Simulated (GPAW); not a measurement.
Consider LiRh (P-6m2).

```cif
data_structure
_symmetry_space_group_name_H-M 'P 1'
_symmetry_Int_Tables_number 1
_cell_length_a 2.6523
_cell_length_b 2.6523
_cell_length_c 4.3266
_cell_angle_alpha 90.000
_cell_angle_beta 90.000
_cell_angle_gamma 120.000
_cell_volume 26.36
loop_
_atom_site_label
_atom_site_type_symbol
_atom_site_fract_x
_atom_site_fract_y
_atom_site_fract_z
_atom_site_occupancy
Rh1 Rh 0.66667 0.33333 0.00000 1
Li2 Li 0.00000 0.00000 0.50000 1
```

Absorber: atom 1, with 6 Li at 2.65 Å and 6 Rh at 2.65 Å (anticuboctahedral, as in hcp, site symmetry -6m2). Method: GPAW, LDA, excited-electron core hole (neutral cell), 24-atom cell with 6.8 Å between holes, 4×4×4 k points, dipole transitions, Gaussian full width 2.13 eV up to 4 eV, rising linearly to 3.5 eV at 25 eV.

Q: Where do the maxima of the Rh L₃ edge fall?

Main maxima up to 30 eV above the zero (height): 1.2 eV (1.78), 8.6 eV (1.05) and 12.8 eV (1.19). At an L edge the dipole rule selects empty d (and weakly s) states on the absorber, and the strong line at the onset measures the empty part of its d band. 

The Rh L₃ spectrum (energy from the lowest empty level; intensity scaled to a mean of 1 over the first 20 eV; polarised curves are means over the symmetry-equivalent atoms):

| E (eV) | isotropic | ε ⊥ c | ε ∥ c |
| --- | --- | --- | --- |
| -2.0 | 0.04 | 0.05 | 0.02 |
| -1.4 | 0.16 | 0.21 | 0.07 |
| -0.8 | 0.48 | 0.62 | 0.21 |
| -0.2 | 1.01 | 1.29 | 0.44 |
| 0.4 | 1.52 | 1.92 | 0.70 |
| 1.0 | 1.77 | 2.20 | 0.91 |
| 1.6 | 1.73 | 2.08 | 1.03 |
| 2.2 | 1.54 | 1.77 | 1.08 |
| 2.8 | 1.30 | 1.43 | 1.05 |
| 3.4 | 1.07 | 1.12 | 0.96 |
| 4.0 | 0.89 | 0.89 | 0.87 |
| 4.6 | 0.77 | 0.74 | 0.81 |
| 5.2 | 0.67 | 0.63 | 0.76 |
| 5.8 | 0.60 | 0.55 | 0.69 |
| 6.4 | 0.60 | 0.55 | 0.69 |
| 7.0 | 0.71 | 0.66 | 0.82 |
| 7.6 | 0.90 | 0.83 | 1.03 |
| 8.2 | 1.02 | 0.93 | 1.21 |
| 8.8 | 1.04 | 0.93 | 1.26 |
| 9.4 | 0.98 | 0.87 | 1.21 |
| 10.0 | 0.92 | 0.82 | 1.11 |
| 10.6 | 0.90 | 0.83 | 1.04 |
| 11.2 | 0.96 | 0.92 | 1.05 |
| 11.8 | 1.07 | 1.04 | 1.13 |
| 12.4 | 1.16 | 1.14 | 1.21 |
| 13.0 | 1.19 | 1.16 | 1.24 |
| 13.6 | 1.13 | 1.10 | 1.18 |
| 14.2 | 1.04 | 1.02 | 1.08 |
| 14.8 | 0.96 | 0.96 | 0.97 |
| 15.4 | 0.91 | 0.93 | 0.87 |
| 16.0 | 0.87 | 0.92 | 0.78 |
| 16.6 | 0.85 | 0.92 | 0.70 |
| 17.2 | 0.82 | 0.92 | 0.62 |
| 17.8 | 0.81 | 0.93 | 0.56 |
| 18.4 | 0.79 | 0.92 | 0.52 |
| 19.0 | 0.77 | 0.89 | 0.52 |
| 19.6 | 0.75 | 0.85 | 0.55 |
| 20.2 | 0.73 | 0.80 | 0.60 |
| 20.8 | 0.72 | 0.75 | 0.66 |
| 21.4 | 0.71 | 0.72 | 0.71 |
| 22.0 | 0.72 | 0.71 | 0.73 |
| 22.6 | 0.72 | 0.71 | 0.74 |
| 23.2 | 0.73 | 0.73 | 0.74 |
| 23.8 | 0.74 | 0.74 | 0.74 |
| 24.4 | 0.75 | 0.75 | 0.76 |
| 25.0 | 0.77 | 0.76 | 0.79 |
| 25.6 | 0.79 | 0.77 | 0.82 |
| 26.2 | 0.81 | 0.78 | 0.85 |
| 26.8 | 0.82 | 0.79 | 0.87 |
| 27.4 | 0.82 | 0.80 | 0.87 |
| 28.0 | 0.82 | 0.80 | 0.86 |
| 28.6 | 0.82 | 0.81 | 0.85 |
| 29.2 | 0.83 | 0.82 | 0.85 |
| 29.8 | 0.84 | 0.83 | 0.86 |
| 30.4 | 0.86 | 0.84 | 0.88 |
| 31.0 | 0.87 | 0.86 | 0.90 |
| 31.6 | 0.90 | 0.88 | 0.93 |

Only the L₃ part is meant: spin–orbit coupling of the core level isn't computed and the L₂ copy isn't added. The script folds with a Gaussian, whereas the core hole's own line is a Lorentzian, so the onset is too steep and the first peak too high. The structure is a computed Materials Project entry and may be a hypothetical form.

[Banner, clock and machine lines of the logs are left out without a mark of their own.]

[Logs are printed without paths, hosts, clocks, repeated set-up lines and the standing remarks that a program may print on its own settings, such as how far it seeks lower states.]

[Hosts, paths, dates, database ids (printed as entryN), source tags and the programs' standing remarks are cut or masked in the printed files.]

[Lists of maxima count a maximum above −3 eV only where it reaches 4 % of the highest in the window and stands out from its surroundings by 2 % of it (1.5 % where it reaches 55 %); shoulders and weaker maxima are passed over, and of the rest the first, up to two pre-edge ones and the few strongest are named.]
